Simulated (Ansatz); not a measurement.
# A defect in a wire: Rh wire along [110], 3 atoms a period, divacancy of Rh and Rh, part 2 of 3

What does the defect do to the conductance?

Ansatz 0.2.0; DFT PBE, plane waves, PAW; relaxation of a wire's period (the session's first sound run).

So far. Step 2 (Relaxing the period): The cell's length comes to 2.510 Å with no moment.

## (3) The perfect wire

This step: DFT PBE, plane waves, PAW; channels and complex bands of a perfect wire (Ansatz 0.2.0).

At the relaxed period the Bloch states of the perfect wire are found at each energy: those that move forward count the open channels, and those that decay describe how a disturbance dies away inside the wire itself. An energy step of 0.035 eV is under the 0.039 eV that the program asks for its thermal average at 300 K.

Contents of input.yaml:

```yaml
crystal:
  lattice:
    - [8.715, 0.0, 0.0]
    - [0.0, 9.508, 0.0]
    - [0.0, 0.0, 2.5104755468]
  atoms:
    - { symbol: Rh, position: [0.38920923, 0.37276847, 0.0] }
    - { symbol: Rh, position: [0.611713495, 0.500011515, 0.5] }
    - { symbol: Rh, position: [0.38920923, 0.62725456, 0.0] }
kpoints:
  mp_grid: { grid: [1, 1, 32] }
scf:
  occupations: { method: fermi_dirac, width: 0.05 }
hamiltonian:
  xc: pbe
output:
  transmission:
    e_range: [-1.26, 1.26]
    de: 0.035
    kmesh: [1, 1]
    reduced_basis: true
    leads: [[0, 0]]
basis:
  ecutwfc: "350 eV"
```

Run with:

```sh
ansatz run input.yaml --threads 4 --pin off --max-ram 16384MiB --backend cpu --events-out ev --progress --plain --runs-dir out
```

Numbers of over 12 decimals in the logs are rounded to 6 here.

The log of the run:

```text
Warning: basis.ecutwfc = 350 eV is below the records' recommended 420 eV, and the density's cutoff is lower with it unless basis.ecutrho_ratio is high enough to keep the records' density cutoff: compare with a run at a higher cutoff
[...]
Crystal: 3 atoms, lattice volume = 208.024 Å³
Basis set: ecut = 350 eV, 3065 PW (Γ)
Bands: 31, of which v1, the nominal top of the filled ones, is band 26 counted from 1 (25 counted from 0)
Symmetry: 4 space group operations
[...]
k-points: 17 of 32
[...]
SCF iter   1: F=—  HF=-19202.807270 eV  |F-HF|=—  |Δ(HF+E_count)|=         —  Δρ=1.05e-2  dr2=1.10e-1  ethr=1.77e-3  ⟨swp⟩=7.1  Hψ=2200  notcnv=0
[...]
SCF iter   8: F=-19202.806503 eV  HF=-19202.806503 eV  |F-HF|=1.26e-9  |Δ(HF+E_count)|=   7.01e-8  Δρ=2.78e-6  dr2=1.18e-8  ethr=1.96e-10  ⟨swp⟩=4.3  Hψ=1313  notcnv=0
SCF 1 converged in 8 iterations: F = -19202.806503 eV  dr2 = 1.18e-8
[...]
transmission: 3 of 18 steps passed
transmission: 6 of 18 steps passed
[...]
transmission: 18 of 18 steps passed
SCF converged after 8 iterations
Free energy (F): -19202.806503 eV
[...]
Internal energy: -19202.759509 eV  (E = F + TS)
E sigma→0 (E₀):  -19202.783006 eV
Entropy (-TS):   -0.046994 eV (-15.665 meV/atom)
Fermi energy:    0.821704 eV
[...]
--- Band table (eV; the first three rows and the last of 17) ---
  k-point 0: bands = [... 22 lower, 0.3697, 0.5581, 0.6205, 1.1190, 1.1723, 1.5703, 1.7381, 1.8290, ... 1 higher]
  k-point 1: bands = [... 22 lower, 0.2324, 0.5525, 0.6648, 1.0936, 1.2461, 1.5971, 1.6771, 1.7314, ... 1 higher]
  k-point 2: bands = [... 22 lower, 0.0301, 0.4185, 0.7806, 1.0354, 1.3959, 1.5152, 1.5265, 1.6769, ... 1 higher]
  k-point 16: bands = [... 22 lower, 0.6248, 0.6592, 0.9627, 1.1589, 2.1549, 4.7094, 5.5808, 6.9348, ... 1 higher]
--- Transmission ---
  basis      : 611 plane waves across, 3 finite elements along
  points     : 1, standing for a mesh of 1 x 1
  filling    : by the input's occupations and mesh, since the crystals that have channels conduct as metals do. If one of these is a semiconductor, that mesh has misplaced its level
  energies   : 73 from -1.260000 to 1.260000 eV about the Fermi level, 0.035000 eV apart; the leads are filled to 0.000000 eV, and channels, transmission and decay are at 0.000000 eV
  crystal 0  : Rh3, at the sites [0, 0], period 2.5105 Å: whole cells are its period
    offset         : up to 0.0000 Å between an atom of the period and one for which it stands
    filled         : 8.9 meV over the level at which it is neutral
    channels       : 5.000000e0 a spin
    conductance    : 5.2372e14 S/m² at 300 K; may be off by some 0.0 % by where its bands' edges are placed, 2.8 % from the distance to neutral
```

The job ended after 55 s (4 threads of Arm Neoverse V1, shared host; peak memory 0.86 GiB).

This step gave:

* energy at zero smearing: -19202.7830 eV
* channels at the energy nearest the Fermi level, one spin: 5
* conductance of the lead as this run defines it: 5.601 G₀
* band gap: 0 eV

Table of open channels of the lead, one spin by energy, zero at the Fermi level:

energy (eV), open channels of the lead, one spin and a bar from the least value:
```
    -1.26        4.0 ####
    -1.19        4.0 ####
    -1.08        4.0 ####
    -1.01        6.0 #############
    -0.91        6.0 #############
    -0.84        6.0 #############
    -0.73        4.0 ####
    -0.67        6.0 #############
    -0.56        7.0 #################
    -0.49        9.0 ##########################
    -0.39        8.0 #####################
    -0.32        8.0 #####################
    -0.21       10.0 ##############################
    -0.14        9.0 ##########################
    -0.04        7.0 #################
     0.00        5.0 #########
     0.04        5.0 #########
     0.14        6.0 #############
     0.21        6.0 #############
     0.32        5.0 #########
     0.39        5.0 #########
     0.49        5.0 #########
     0.56        5.0 #########
     0.67        3.0 
     0.73        5.0 #########
     0.84        6.0 #############
     0.91        6.0 #############
     1.01        4.0 ####
     1.08        4.0 ####
     1.19        4.0 ####
     1.26        4.0 ####
```

The slowest values at each energy, most degenerate partners merged, listed up to 1.5 1/Å. The Im kz of the slowest decaying states by energy, zero at the Fermi level:

```csv
energy (eV),decay 1 (Å⁻¹),decay 2 (Å⁻¹),decay 3 (Å⁻¹),decay 4 (Å⁻¹)
-1.190,0.0528,0.0873,0.140,0.299
-1.015,0.109,0.223,0.256,0.266
-0.805,0.103,0.123,0.150,0.209
-0.595,0.104,0.156,0.239,0.379
-0.385,0.0355,0.187,0.302,0.310
-0.210,0.0459,0.297,0.494,0.680
0.000,0.0373,0.0997,0.200,0.235
0.210,0.0866,0.0889,0.284,0.293
0.385,0.0868,0.134,0.189,0.298
0.595,0.0130,0.170,0.195,0.305
0.805,0.260,0.313,0.341,0.417
1.015,0.0225,0.0953,0.312,0.317
1.190,0.0931,0.150,0.318,0.350
```

By hand: the program gives 5.2372 × 10^14 S/m² over the cell's cross-section of 82.86 Å² = 8.286 × 10^-19 m², so one cell conducts 4.340 × 10^-4 S. Divided by G0 = 2e²/h = 7.748 × 10^-5 S this is 5.60 G0, a resistance of 2.30 kΩ.

At the computed energy nearest the Fermi level there are 5 channels a spin, and the thermal average gives 5.60 G₀.

## (4) Relaxing the junction

This step: DFT PBE, plane waves, PAW; relaxation of a junction in a wire, ends held (Ansatz 0.2.0).

System of this step: Rh wire along [110], 3 atoms a period, divacancy of Rh and Rh. The cell holds 25 atoms: 25 Rh. Its edges and angles: a = 8.715 Å, b = 9.508 Å, c = 22.594 Å, α = 90.0°, β = 90.0°, γ = 90.0°. Regions: held atoms, 18 atoms (18 Rh); free atoms, 7 atoms (7 Rh). Vacuum lies along a and b. The structure's axis is c.

7 atoms at the defect are free to relax, while 18 stay where the perfect wire has them, so that the ends still repeat as a lead. The cutoff is set under the files' recommended one to save time.

Contents of input.yaml:

```yaml
crystal:
  lattice:
    - [8.715, 0.0, 0.0]
    - [0.0, 9.508, 0.0]
    - [0.0, 0.0, 22.5942799215]
  atoms:
    - { symbol: Rh, position: [0.38920923, 0.37276847, 0.0] }
    - { symbol: Rh, position: [0.611713495, 0.500011515, 0.055555556] }
    - { symbol: Rh, position: [0.38920923, 0.62725456, 0.0] }
    - { symbol: Rh, position: [0.38920923, 0.37276847, 0.111111111] }
    - { symbol: Rh, position: [0.611713495, 0.500011515, 0.166666667] }
    - { symbol: Rh, position: [0.38920923, 0.62725456, 0.111111111] }
    - { symbol: Rh, position: [0.38920923, 0.37276847, 0.222222222] }
    - { symbol: Rh, position: [0.611713495, 0.500011515, 0.277777778] }
    - { symbol: Rh, position: [0.38920923, 0.62725456, 0.222222222] }
    - { symbol: Rh, position: [0.38920923, 0.37276847, 0.333333333] }
    - { symbol: Rh, position: [0.611713495, 0.500011515, 0.388888889] }
    - { symbol: Rh, position: [0.38920923, 0.62725456, 0.333333333] }
    - { symbol: Rh, position: [0.611713495, 0.500011515, 0.5] }
    - { symbol: Rh, position: [0.38920923, 0.37276847, 0.555555556] }
    - { symbol: Rh, position: [0.611713495, 0.500011515, 0.611111111] }
    - { symbol: Rh, position: [0.38920923, 0.62725456, 0.555555556] }
    - { symbol: Rh, position: [0.38920923, 0.37276847, 0.666666667] }
    - { symbol: Rh, position: [0.611713495, 0.500011515, 0.722222222] }
    - { symbol: Rh, position: [0.38920923, 0.62725456, 0.666666667] }
    - { symbol: Rh, position: [0.38920923, 0.37276847, 0.777777778] }
    - { symbol: Rh, position: [0.611713495, 0.500011515, 0.833333333] }
    - { symbol: Rh, position: [0.38920923, 0.62725456, 0.777777778] }
    - { symbol: Rh, position: [0.38920923, 0.37276847, 0.888888889] }
    - { symbol: Rh, position: [0.611713495, 0.500011515, 0.944444444] }
    - { symbol: Rh, position: [0.38920923, 0.62725456, 0.888888889] }
kpoints:
  mp_grid: { grid: [1, 1, 2] }
scf:
  occupations: { method: fermi_dirac, width: 0.1 }
hamiltonian:
  xc: pbe
relax:
  constraints:
    - { sites: [0, 1, 2, 3, 4, 5, 6, 7, 8, 16, 17, 18, 19, 20, 21, 22, 23, 24] }
  f_tol: 0.06
  max_steps: 35
basis:
  ecutwfc: "350 eV"
```

The log of the run:

```text
[...]
Warning: crystal.symmetry: narrowed to the stabiliser of the relax constraints — unitary ops 4 → 2; lowered at sites 7, 14 (the operations that carried what is held of a site onto what its image site leaves free; the constrained walk keeps no symmetry that its constraints do not admit)
[...]
Crystal: 25 atoms, lattice volume = 1872.212 Å³
Basis set: ecut = 350 eV, 27879 PW (Γ), exchange–correlation on 108×120×288 points (8 copies of the dense FFT grid, shifted against one another)
Bands: 255, of which v1, the nominal top of the filled ones, is band 213 counted from 1 (212 counted from 0)
Symmetry: 2 space group operations
k-points: 2
[...]
SCF iter   1: F=—  HF=-160021.519481 eV  |F-HF|=—  |Δ(HF+E_count)|=         —  Δρ=1.31e-2  dr2=6.28e0  ethr=1.77e-3  ⟨swp⟩=7.5  Hψ=1859  notcnv=0
[...]
SCF iter   7: F=-160021.291206 eV  HF=-160021.291230 eV  |F-HF|=2.49e-5  |Δ(HF+E_count)|=   2.34e-5  Δρ=3.92e-5  dr2=4.67e-5  ethr=2.12e-8  ⟨swp⟩=3.0  Hψ=1821  notcnv=0
SCF 1 converged in 7 iterations: F = -160021.291206 eV  dr2 = 4.67e-5
[...]
relax step   1: F+E_penalty+E_count = -160021.29120562 eV  Δ(F+E_penalty+E_count) = +0.000e0 eV  max|allowed force component| = 8.968e-1 eV/Å  Δτ_max = 0.0000 Å  (7 SCF iters, dr2 threshold 9.00e-5 eV, accepted)
[...]
SCF iter   7: F=-160021.456303 eV  HF=-160021.456326 eV  |F-HF|=2.32e-5  |Δ(HF+E_count)|=   7.25e-5  Δρ=3.85e-5  dr2=3.94e-5  ethr=1.18e-8  ⟨swp⟩=3.0  Hψ=1895  notcnv=0
SCF 2 converged in 7 iterations: F = -160021.456303 eV  dr2 = 3.94e-5
relax step   2: F+E_penalty+E_count = -160021.45630322 eV  Δ(F+E_penalty+E_count) = -1.651e-1 eV  max|allowed force component| = 5.050e-1 eV/Å  Δτ_max = 0.1816 Å  (7 SCF iters, dr2 threshold 5.03e-5 eV, accepted)
[...]
SCF iter   9: F=-160021.501506 eV  HF=-160021.501509 eV  |F-HF|=2.57e-6  |Δ(HF+E_count)|=   1.01e-5  Δρ=9.50e-6  dr2=2.76e-6  ethr=3.75e-9  ⟨swp⟩=4.0  Hψ=1390  notcnv=0
SCF 3 converged in 9 iterations: F = -160021.501506 eV  dr2 = 2.76e-6
[...]
relax step   3: F+E_penalty+E_count = -160021.50150611 eV  Δ(F+E_penalty+E_count) = -4.520e-2 eV  max|allowed force component| = 6.096e-1 eV/Å  Δτ_max = 0.1930 Å  (9 SCF iters, dr2 threshold 1.59e-5 eV, accepted)
[... from here on, the SCF cycles and remarks between the steps are left out ...]
relax step   4: F+E_penalty+E_count = -160021.56765308 eV  Δ(F+E_penalty+E_count) = -6.615e-2 eV  max|allowed force component| = 2.734e-1 eV/Å  Δτ_max = 0.1926 Å  (7 SCF iters, dr2 threshold 1.00e-4 eV, accepted)
relax step   5: F+E_penalty+E_count = -160021.64106670 eV  Δ(F+E_penalty+E_count) = -7.341e-2 eV  max|allowed force component| = 3.401e-1 eV/Å  Δτ_max = 0.1992 Å  (8 SCF iters, dr2 threshold 1.50e-5 eV, accepted)
relax step   6: F+E_penalty+E_count = -160021.70345952 eV  Δ(F+E_penalty+E_count) = -6.239e-2 eV  max|allowed force component| = 2.264e-1 eV/Å  Δτ_max = 0.1951 Å  (8 SCF iters, dr2 threshold 2.33e-5 eV, accepted)
relax step   7: F+E_penalty+E_count = -160021.75427883 eV  Δ(F+E_penalty+E_count) = -5.082e-2 eV  max|allowed force component| = 1.448e-1 eV/Å  Δτ_max = 0.1983 Å  (8 SCF iters, dr2 threshold 2.27e-5 eV, accepted)
relax step   8: F+E_penalty+E_count = -160021.78959729 eV  Δ(F+E_penalty+E_count) = -3.532e-2 eV  max|allowed force component| = 8.097e-2 eV/Å  Δτ_max = 0.1948 Å  (8 SCF iters, dr2 threshold 8.58e-6 eV, accepted)
relax step   9: F+E_penalty+E_count = -160021.80398657 eV  Δ(F+E_penalty+E_count) = -1.439e-2 eV  max|allowed force component| = 9.570e-2 eV/Å  Δτ_max = 0.2000 Å  (11 SCF iters, accepted)
relax step  10: F+E_penalty+E_count = -160021.80372737 eV  Δ(F+E_penalty+E_count) = +2.592e-4 eV  max|allowed force component| = 5.872e-2 eV/Å  Δτ_max = 0.0379 Å  (9 SCF iters, rejected (line search))
SCF iter   1: F=—  HF=-160021.806701 eV  |F-HF|=—  |Δ(HF+E_count)|=         —  Δρ=1.91e-3  dr2=3.37e-2  ethr=7.02e-5  ⟨swp⟩=3.0  Hψ=912  notcnv=0  defer=7
[...]
SCF iter   9: F=-160021.805830 eV  HF=-160021.805830 eV  |F-HF|=6.09e-8  |Δ(HF+E_count)|=   4.11e-8  Δρ=1.27e-6  dr2=4.79e-8  ethr=2.35e-11  ⟨swp⟩=3.0  Hψ=1869  notcnv=0
SCF 11 converged in 9 iterations: F = -160021.805830 eV  dr2 = 4.79e-8
relax step  11: F+E_penalty+E_count = -160021.80583040 eV  Δ(F+E_penalty+E_count) = -1.844e-3 eV  max|allowed force component| = 4.292e-2 eV/Å  Δτ_max = 0.0182 Å  (9 SCF iters, accepted)
SCF converged after 9 iterations
Free energy (F): -160021.805830 eV
[...]
Internal energy: -160019.821859 eV  (E = F + TS)
E sigma→0 (E₀):  -160020.813845 eV
Entropy (-TS):   -1.983971 eV (-79.359 meV/atom)
Fermi energy:    0.535362 eV
[...]
--- Forces (eV/Å), atoms counted from 1 ---
  atom   1  Rh    -0.08035361    -0.04328004     0.01205212
  atom   2  Rh     0.07112646     0.00000000     0.00316709
  atom   3  Rh    -0.08035361     0.04328004     0.01205212
  atom   4  Rh    -0.03216095     0.01759517     0.21305418
  atom   5  Rh     0.03572685     0.00000000    -0.11627599
  atom   6  Rh    -0.03216095    -0.01759517     0.21305418
  atom   7  Rh     0.07736886     0.16148484     0.22436041
  atom   8  Rh    -0.13122027     0.00000000     0.28416834
  atom   9  Rh     0.07736886    -0.16148484     0.22436041
  atom  10  Rh     0.00348093     0.00648163    -0.00015476
  atom  11  Rh     0.00062148     0.00000000    -0.00937814
  atom  12  Rh     0.00348093    -0.00648163    -0.00015476
  atom  13  Rh    -0.00429177     0.00000000     0.00934936
  atom  14  Rh     0.01792503     0.01601053     0.01651865
  atom  15  Rh    -0.04292453     0.00000000    -0.02523679
  atom  16  Rh     0.01792503    -0.01601053     0.01651865
  atom  17  Rh    -0.05632814     0.04965052    -0.05991169
  atom  18  Rh    -0.30841867     0.00000000    -0.08650564
  atom  19  Rh    -0.05632814    -0.04965052    -0.05991169
  atom  20  Rh     0.13774946     0.14406201    -0.41923363
  atom  21  Rh     0.14292120     0.00000000     0.07632410
  atom  22  Rh     0.13774946    -0.14406201    -0.41923363
  atom  23  Rh    -0.03079066    -0.04614958    -0.02450691
  atom  24  Rh     0.16263969     0.00000000    -0.05992180
  atom  25  Rh    -0.03079066     0.04614958    -0.02450691
  max |Σ_I F_I| component: 4.73e-5 eV/Å
--- Relaxed structure (11 steps of the walk, 10 accepted, 0 SCFs on fresh bases) ---
  F+E_penalty+E_count = -160021.80583040 eV   max|allowed force component| = 4.292e-2 eV/Å
  atoms:
    - { symbol: Rh, position: [0.389209, 0.37276847, -1.9999984585128417e-11] }
    - { symbol: Rh, position: [0.611713, 0.500012, 0.055556] }
    - { symbol: Rh, position: [0.389209, 0.627255, -1.9999984585128417e-11] }
    - { symbol: Rh, position: [0.389209, 0.37276847, 0.111111] }
    - { symbol: Rh, position: [0.611713, 0.500012, 0.166667] }
    - { symbol: Rh, position: [0.389209, 0.627255, 0.111111] }
    - { symbol: Rh, position: [0.389209, 0.37276847, 0.22222222198] }
    - { symbol: Rh, position: [0.611713, 0.500012, 0.27777777798] }
    - { symbol: Rh, position: [0.389209, 0.627255, 0.22222222198] }
    - { symbol: Rh, position: [0.395560, 0.372873, 0.335299] }
    - { symbol: Rh, position: [0.609398, 0.500012, 0.391294] }
    - { symbol: Rh, position: [0.395560, 0.627150, 0.335299] }
    - { symbol: Rh, position: [0.446574, 0.500012, 0.473543] }
    - { symbol: Rh, position: [0.332645, 0.367592, 0.558725] }
    - { symbol: Rh, position: [0.566143, 0.500012, 0.590636] }
    - { symbol: Rh, position: [0.332645, 0.632431, 0.558725] }
    - { symbol: Rh, position: [0.389209, 0.37276847, 0.66666666698] }
    - { symbol: Rh, position: [0.611713, 0.500012, 0.722222] }
    - { symbol: Rh, position: [0.389209, 0.627255, 0.66666666698] }
    - { symbol: Rh, position: [0.389209, 0.37276847, 0.77777777798] }
    - { symbol: Rh, position: [0.611713, 0.500012, 0.83333333298] }
    - { symbol: Rh, position: [0.389209, 0.627255, 0.77777777798] }
    - { symbol: Rh, position: [0.389209, 0.37276847, 0.888889] }
    - { symbol: Rh, position: [0.611713, 0.500012, 0.944444] }
    - { symbol: Rh, position: [0.389209, 0.627255, 0.888889] }
```

The job ended after 2.5 min (4 threads; peak memory 3 GiB; 9.9 min of CPU time).

Relaxation path:

| step | energy less that of the first step (eV) | largest force component (eV/Å) |
| --- | --- | --- |
| 1 | 0.0000 | 0.8968 |
| 2 | -0.1651 | 0.5050 |
| 3 | -0.2103 | 0.6096 |
| 4 | -0.2764 | 0.2734 |
| 5 | -0.3499 | 0.3401 |
| 6 | -0.4123 | 0.2264 |
| 7 | -0.4631 | 0.1448 |
| 8 | -0.4984 | 0.0810 |
| 9 | -0.5128 | 0.0957 |
| 10 | -0.5125 | 0.0587 |
| 11 | -0.5146 | 0.0429 |

Relaxation step 10 was tried and not accepted.

The atoms that moved most (Å):

```csv
atom,dx,dy,dz,length
Rh13,-1.439,0.000,-0.598,1.558
Rh15,-0.397,0.000,-0.463,0.610
Rh16,-0.493,0.049,0.072,0.501
Rh14,-0.493,-0.049,0.072,0.501
Rh10,0.055,0.001,0.044,0.071
Rh12,0.055,-0.001,0.044,0.071
Rh11,-0.020,0.000,0.054,0.058
```

Numbers from this step:

* energy at zero smearing: -160020.8138 eV

The largest force component on a free atom ends at 0.043 eV/Å, under the limit of 0.06.  4 atoms of the wire itself, hydrogen apart, moved by over 0.45 Å, up to 1.56 Å.

(Part 2 of 3 ends here.)

[Logs are printed without paths, hosts, clocks, repeated set-up lines and the standing remarks that a program may print on its own settings, such as how far it seeks lower states.]

[Hosts, paths, dates, database ids (printed as entryN), source tags and the programs' standing remarks are cut or masked in the printed files.]
